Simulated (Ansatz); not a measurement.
# K (Im-3m): Drude plasma energy against volume

The cell of K (Im-3m) is scaled evenly and the response computed anew at each volume, on one mesh.

It takes space group Im-3m (No. 229, cubic). The conventional cell has a = 5.225 Å, b = 5.225 Å, c = 5.225 Å, α = 90.00°, β = 90.00°, γ = 90.00°.

Method: Ansatz 0.2.0, PBE, independent particles, k-mesh 12×12×12 with interpolation inside its cells, Gaussian parameter 0.1 eV.

Launch of the response step: `ansatz run input.yaml --threads 4 --pin off --max-ram 8192MiB --backend cpu --events-out ev --progress --plain --runs-dir out`. The series took 1.8 min in all, on 4 threads of Intel(R) Xeon(R) Processor @ 2.50GHz (Skylake/Cascade Lake), on a shared host.

| V/V₀ | V (Å³, primitive cell) | Drude plasma energy (eV) |
| --- | --- | --- |
| 0.94 | 67.04 | 4.3172 |
| 0.96 | 68.47 | 4.2835 |
| 0.98 | 69.90 | 4.2502 |
| 1.00 | 71.32 | 4.2175 |
| 1.02 | 72.75 | 4.1852 |
| 1.04 | 74.18 | 4.1535 |
| 1.06 | 75.60 | ? |

For small changes the quantity should be close to linear in ln V.

Working, on the rows shown:

| x = ln(V/V₀) | y = Drude plasma energy |
| --- | --- |
| -0.0618754 | 4.3172 |
| -0.040822 | 4.2835 |
| -0.0202027 | 4.2502 |
| 0 | 4.2175 |
| 0.0198026 | 4.1852 |
| 0.0392207 | 4.1535 |

Means: x̄ = -0.010646, ȳ = 4.2345. Σ(x − x̄)(y − ȳ) = -0.01159, Σ(x − x̄)² = 0.007154. Slope = -0.01159 / 0.007154 = -1.62; intercept = ȳ − slope · x̄ = 4.2173. The line misses the rows shown by at most 0.00029 eV.

Predict the last column of the withheld row from the fit.

At x = 0.058269 the line gives y = 4.1229 eV. The run gave 4.1223 eV, so the extrapolation is off by 0.00059 eV, 0.3 % of the range in the table.

Between the rows on either side of x = 0 the slope is (4.1852 − 4.2502) / (0.019803 − (-0.020203)) = -1.625. So d ln ωp/d ln V = -0.39; free electrons would give −0.50. The cell comes from an older database entry, whose edges can be off by a per cent or so. The values come from a sum over the points of one k-mesh and carry its error, which is largest for Fermi-surface quantities.
